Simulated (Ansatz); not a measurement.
# CdC2 (built on the sites of a database entry of MgC2): following an unstable mode, part 3 of 3

Aim: this structure of CdC2 (built on the sites of a database entry of MgC2) is to be tested for unstable modes, and one is followed downhill.

Ansatz 0.2.0; DFT PBE, scalar-relativistic, plane waves, norm-conserving pseudopotentials.

So far. Step 5 (Energy along the mode, all amplitudes (two of the runs …): The lowest of the steps tried is at 0.32 Å, 2.56 meV/atom below the parent; the bottom of the well need not coincide with a step. Step 7 (The new phase in its own primitive cell): The largest force component left is 0.70 meV/Å and the pressure is 0.001 GPa, within the tolerances set. The cell now holds 15.47 Å³/atom.

The structure was built from a prototype and need not be the compound's stable phase.

## (8) Modes of the new phase, k-mesh 6×6×4

A relaxed structure may still be a saddle point, so its zone-centre modes are computed. The response to a homogeneous field gives the Born charges and the dielectric tensor.

input.yaml reads:

```yaml
crystal:
  lattice:
    - [3.9497456539, 0.0, 0.0]
    - [0.0, 3.9497456539, 0.0]
    - [0.0, 0.0, 5.9505852366]
  atoms:
    - { symbol: Cd, position: [0.5, 0.5, 0.9909280346] }
    - { symbol: Cd, position: [0.0, 0.0, 0.4909280346] }
    - { symbol: C, position: [0.8877919181, 0.8877919181, 0.0528755468] }
    - { symbol: C, position: [0.6122080819, 0.3877919181, 0.5528755468] }
    - { symbol: C, position: [0.1122080819, 0.1122080819, 0.0528755468] }
    - { symbol: C, position: [0.3877919181, 0.6122080819, 0.5528755468] }
kpoints:
  mp_grid: { grid: [6, 6, 4] }
hamiltonian:
  xc: pbe
  pseudopotentials: { kind: nc }
scf:
  occupations: { method: fixed }
output:
  eigenvalues: true
phonons:
  method: dfpt
  dielectric: true
  rigid_motions: translations
```

The run is started by

```bash
ansatz run input.yaml --threads 8 --pin off --max-ram 14336MiB --backend cpu --events-out ev --progress --plain --runs-dir out
```

Numbers of over 12 decimals in the logs are rounded to 6 here.

The log of the run:

```text
[...]
Crystal: 6 atoms, lattice volume = 92.832 Å³
Basis set: ecut = 1115.666836 eV, 7829 PW (Γ), exchange–correlation on 96×96×144 points (8 copies of the dense FFT grid, shifted against one another)
Bands: 34, of which v1, the nominal top of the filled ones, is band 28 counted from 1 (27 counted from 0)
Symmetry: 8 space group operations
k-points: 76 of 144 (irreducible under 1 space group operation, time reversal used)
[...]
SCF iter   1: F=—  HF=-10187.753030 eV  |F-HF|=—  |Δ(HF+E_count)|=         —  Δρ=9.83e-2  dr2=9.24e0  ethr=3.10e-3  ⟨swp⟩=5.0  Hψ=10078  notcnv=0  defer=282
[...]
SCF iter  10: F=-10184.473973 eV  HF=-10184.473973 eV  |F-HF|=4.55e-11  |Δ(HF+E_count)|=   1.57e-9  Δρ=2.78e-7  dr2=4.23e-11  ethr=1.00e-12  ⟨swp⟩=19.9  Hψ=23392  notcnv=0
SCF 1 converged in 10 iterations: F = -10184.473973 eV  dr2 = 4.23e-11
DFPT response loops at Γ: preconditioner auto → Resta (q_TF=auto, 2.508 Å⁻¹)  ε∞=4.2 (no band partly filled); β = 1.00, the filter's whole step (`scf.mixing.beta` (0.50) is not read by the response loops at its default; to damp them type it under 1.00, their step now; it binds the ground state too); Broyden in place of MSR1
── the response to a field inside a basis, on 6×6×4 k-points: an SCF that follows is theirs, and a resumed run solves both again ──
Bands: 29, of which v1, the nominal top of the filled ones, is band 28 counted from 1 (27 counted from 0)
k-points: 12 of 144 (time reversal used)
[...]
Eigensolver: Dense (12 Hₖ)
SCF iter   1: F=—  HF=-10184.412523 eV  |F-HF|=—  |Δ(HF+E_count)|=         —  Δρ=4.09e-4  dr2=1.71e-5  ethr=1.00e-1
[...]
SCF iter   4: F=-10184.412566 eV  HF=-10184.412566 eV  |F-HF|=4.00e-9  |Δ(HF+E_count)|=   7.19e-8  Δρ=4.06e-6  dr2=5.98e-9  ethr=1.98e-10
SCF 1 converged in 4 iterations: F = -10184.412566 eV  dr2 = 5.98e-9
[...]
SCF converged after 10 iterations
Free energy (F): -10184.473973 eV
[...]
Internal energy: -10184.473973 eV  (E = F + TS)
E sigma→0 (E₀):  -10184.473973 eV
Fermi energy:    6.976380 eV
[...]
--- Band table (eV; the first three rows and the last of 76) ---
  k-point 0: bands = [... 24 lower, 4.6615, 5.8830, 5.8830, 6.1131, 10.7566, 11.8071, 12.7382, 12.7382, ... 2 higher]
  k-point 1: bands = [... 24 lower, 5.2640, 5.8524, 5.8524, 6.2666, 10.8751, 11.6047, 12.6274, 12.6274, ... 2 higher]
  k-point 2: bands = [... 24 lower, 5.8203, 5.8203, 6.1115, 6.1115, 11.2005, 11.2005, 12.5280, 12.5280, ... 2 higher]
  k-point 75: bands = [... 24 lower, 4.0073, 4.3379, 6.5028, 6.9093, 11.6037, 11.6037, 11.9006, 12.3034, ... 2 higher]
--- Phonons (Γ-DFPT): 4 representative perturbations + reference, on 76 of 144 k-points (Σ response iterations 14) ---
  k mesh reduced under 1 symmetry operation, with k and −k counted as one. Each operation leaves every solved perturbation unchanged. A smaller set is not considered because the run solves the response to a homogeneous field
  ASR residual: 8.744e-4 → 0.000e0 eV/Å²; symmetrization residual: 1.772e-6 eV/Å²
  ASR residual per site (eV/Å²): 8.74e-4 8.74e-4 9.14e-5 9.14e-5 9.14e-5 9.14e-5
[...]
ε∞ (high-frequency dielectric tensor):
        5.077406     0.000000    -0.000000
        0.000000     5.077406     0.000000
       -0.000000     0.000000     4.193399
  softest optical mode at Γ: -70.85 cm⁻¹; the repairs (sum rule, projections) moved no ω² at Γ by more than (2.14 cm⁻¹)²
  Born effective charges Z* (e; rows j = field, columns β = displacement):
    site 0:
         2.32671   -0.17600    0.00000
        -0.17600    2.32671    0.00000
        -0.00000    0.00000    2.27087
    site 1:
         2.32671    0.17600   -0.00000
         0.17600    2.32671   -0.00000
        -0.00000   -0.00000    2.27087
    site 2:
        -1.16335    0.13593   -0.01915
         0.13593   -1.16335   -0.01915
         0.15798    0.15798   -1.13543
    site 3:
        -1.16335   -0.13593    0.01915
        -0.13593   -1.16335   -0.01915
        -0.15798    0.15798   -1.13543
    site 4:
        -1.16335    0.13593    0.01915
         0.13593   -1.16335    0.01915
        -0.15798   -0.15798   -1.13543
    site 5:
        -1.16335   -0.13593   -0.01915
        -0.13593   -1.16335    0.01915
         0.15798   -0.15798   -1.13543
  Z* charge neutrality: 4.157e-3 e pre-enforcement
  solved inside a basis spanned on kpoints, on 6×6×4 k-points, its susceptibility summed on 10×10×6: ε∞ is read to err by 1.5e-2, Z* by 2.4e-2 e (field_mesh: kpoints solves on kpoints); Z* is corrected for what the basis lacks
  optical modes at Γ without the LO–TO term, one row a degenerate level:
      ω (cm⁻¹)  modes    IR ((D/Å)²/amu)
        -70.85      2            14.0098
         64.38      2             2.0810
         92.48      1             0.0000
        102.58      1            12.0673
        245.83      2             0.4165
        313.04      1             0.0000
        364.82      1             0.0000
        371.03      1             0.0000
        430.35      2             9.0485
       1926.57      1             0.3381
       1929.57      1             0.0000
  optical modes at Γ + LO–TO along q̂ = [1.0000, 0.0000, 0.0000]:
      ω (cm⁻¹)  modes    IR ((D/Å)²/amu)
        -70.85      1             7.0049
         50.92      1             0.0882
         64.38      1             1.0405
         92.48      1             0.0000
        102.58      1            12.0673
        167.18      1             5.6390
        245.83      1             0.2083
        248.95      1             0.5433
[...]
optical modes at Γ + LO–TO along q̂ = [0.0000, 1.0000, 0.0000]:
      ω (cm⁻¹)  modes    IR ((D/Å)²/amu)
[...]
1929.57      1             0.0000
  optical modes at Γ + LO–TO along q̂ = [0.0000, 0.0000, 1.0000]:
      ω (cm⁻¹)  modes    IR ((D/Å)²/amu)
        -70.85      2            14.0098
         64.38      2             2.0810
         92.48      1             0.0000
        245.83      2             0.4165
        276.78      1            12.0549
        313.04      1             0.0000
        364.82      1             0.0000
        371.03      1             0.0000
        430.35      2             9.0485
       1927.06      1             0.3505
       1929.57      1             0.0000
```

Run time: 55 s. Hardware: 8 threads of Intel Xeon 6975P-C (Granite Rapids), shared host; peak memory 3.8 GiB.

Numbers from this step:

```
sum-rule residual before enforcement                    : 8.74e-4 eV/Å²
miss of the charge sum rule                             : 0.004157 e
estimated error of the dielectric tensor                : 0.01549
estimated error of the Born charges                     : 0.02408 e
point group                                             : 4mm
highest optical mode at the zone centre (no LO-TO term) : 1930 cm⁻¹
lowest optical zone-centre mode                         : -70.85 cm⁻¹
mean high-frequency dielectric constant                 : 4.783
largest Born charge (third of the trace)                : 2.308 e
top of the zone-centre spectrum with the field          : 1930 cm⁻¹
```

Without the LO-TO term. Patterns of degenerate modes are one choice out of their space. The modes at Γ (shares of kinetic energy by element, %) (negative means imaginary):

```
mode  frequency (cm⁻¹)  symmetry  Cd %  C %
   1             -70.8         E    41   59
   2             -70.8         E    41   59
   3               0.0  acoustic    82   18
   4               0.0  acoustic    82   18
   5               0.0  acoustic    82   18
   6              64.4         E    60   40
   7              64.4         E    60   40
   8              92.5        B2   100    0
   9             102.6        A1    18   82
  10             245.8         E     0  100
  11             245.8         E     0  100
  12             313.0        B2     0  100
  13             364.8        B1     0  100
  14             371.0        A2     0  100
  15             430.4         E    16   84
  16             430.4         E    16   84
  17            1926.6        A1     0  100
  18            1929.6        B2     0  100
```

Displacements in mode 1 (-70.8 cm⁻¹), the largest set to 1:
```
Cd1  0.41 -0.26  0.00
Cd2 -0.34 -0.11  0.00
C3  -0.83  1.00  0.05
C4   0.47  0.73  0.08
C5  -0.83  1.00 -0.05
C6   0.47  0.73 -0.08
```

Displacements in mode 14 (371.0 cm⁻¹), the largest set to 1:
```
Cd1  0.00  0.00  0.00
Cd2  0.00  0.00  0.00
C3  -1.00  1.00  0.00
C4  -1.00 -1.00  0.00
C5   1.00 -1.00  0.00
C6   1.00  1.00  0.00
```

Optical modes at the zone centre, without and with the macroscopic field of the longitudinal modes; each column is sorted by frequency, so a row need not hold one and the same mode. Modes with and without the field, by row:

```
rank among optical modes  no field (cm⁻¹)  q along (1, 0, 0) (cm⁻¹)  q along (0, 0, 1) (cm⁻¹)
                       1            -70.8                     -70.8                     -70.8
                       2            -70.8                      50.9                     -70.8
                       3             64.4                      64.4                      64.4
                       4             64.4                      92.5                      64.4
                       5             92.5                     102.6                      92.5
                       6            102.6                     167.2                     245.8
                       7            245.8                     245.8                     245.8
                       8            245.8                     248.9                     276.8
                       9              313                       313                       313
                      10            364.8                     364.8                     364.8
                      11              371                       371                       371
                      12            430.4                     430.4                     430.4
                      13            430.4                     458.3                     430.4
                      14             1927                      1927                      1927
                      15             1930                      1930                      1930
```

Born charge (rows field, columns displacement) (e), principal values of the symmetric part by kind of site:

```
atom  atoms with these values    low  middle   high   mean
 Cd1                        2   2.15    2.27   2.50   2.31
  C3                        4  -1.30   -1.19  -0.97  -1.15
```

In full for C3:

```
-1.16  0.14 -0.02
 0.14 -1.16 -0.02
 0.16  0.16 -1.14
```

High-frequency dielectric tensor:

```
5.08 0.00 0.00
0.00 5.08 0.00
0.00 0.00 4.19
```

Transverse modes; imaginary modes are left out. Infrared lines, with heights relative to the strongest:

```
position (cm⁻¹)  label  relative intensity
             64      E                  17
             92     B2                 0.0
            103     A1                 100
            246      E                 3.5
            313     B2                 0.0
            365     B1                 0.0
            371     A2                 0.0
            430      E                  75
           1927     A1                 2.8
           1930     B2                 0.0
```

Before it was imposed, the acoustic sum rule was missed by 8.7e-4 eV/Å² and the charge sum rule by 0.0042 e. Small misses are needed for a sound result but don't prove that mesh and cutoff are converged. The lowest optical mode is imaginary, 70.8i cm⁻¹, so the energy falls along it.

## (9) The phases reached

The phases reached along the modes that were followed are set side by side.

Energies are those of the first relaxation, on the mesh of the frozen mode; space group, volume and gap are those of the last relaxation. Phases, by row:

```
         mode frozen in  space group  energy from parent (meV/atom)  volume (Å³/atom)  gap on mesh (eV)  lowest zone-centre optical mode (cm⁻¹)  largest shift (Å)
                 parent     P4_2/mnm                              0             15.49             3.096                                       –                  –
q = (0, 0, 0), 80i cm⁻¹       Pmn2_1                          -3.95             15.51             3.433                                   -58.8              0.189
q = (0, 0, 0), 80i cm⁻¹         Amm2                          -2.12              15.5             3.226                                   -76.7              0.196
q = (0, 0, 0), 80i cm⁻¹       Pmn2_1                          -3.94             15.51             3.433                                   -58.8              0.189
q = (0, 0, 0), 64i cm⁻¹       P4_2nm                           -3.4             15.47             3.374                                   -70.8              0.246
```

## (10) Results

* unstable mode of the parent: q = (0, 0, 0), 64i cm⁻¹
* depth at the lowest point sampled: 2.56 meV/atom
* largest atomic shift at that point: 0.32 Å
* space group reached (within 0.01 Å): P4_2nm
* energy gained over the parent (first relaxation, on the mesh of the frozen mode): 3.40 meV/atom
* volume per atom, phase reached: 15.5 Å³
* gap on the k-mesh, phase reached: 3.37 eV
* lowest optical zone-centre mode, phase reached: -70.8 cm⁻¹
* highest optical mode at the zone centre (no LO-TO term), phase reached: 1930 cm⁻¹

Along this mode the structure falls into P4_2nm, 3.40 meV/atom below the parent. At the parent's cell the well is 2.564 meV/atom deep on the steps tried, with its lowest point at a shift of 0.32 Å. Relaxing atoms and cell changes the gain by +0.84 meV/atom against the lowest step (energies at zero smearing). The new phase still has an imaginary mode at the zone centre of its cell, so it is a saddle point on the way to a lower structure. Of the 4 patterns followed to their end from this parent, this one ends 0.543 meV/atom above the lowest, Pmn2_1. Another end point lies within 1 meV/atom; how such a difference moves with mesh and cutoff was not tested. Each path keeps the symmetry of its pattern, so a lower phase may lie along a pattern not tried. The q mesh stands for a supercell only 7.9 Å across, so branches between the solved wavevectors are rough. The program warns that the interpolation holds no quadrupole term, so branches close to Γ can be off in this crystal. The starting cell was built on a prototype and not taken from a measurement, so the phase need not exist.

[Logs are printed without paths, hosts, clocks, repeated set-up lines and the standing remarks that a program may print on its own settings, such as how far it seeks lower states.]

[Hosts, paths, dates, database ids (printed as entryN), source tags and the programs' standing remarks are cut or masked in the printed files.]
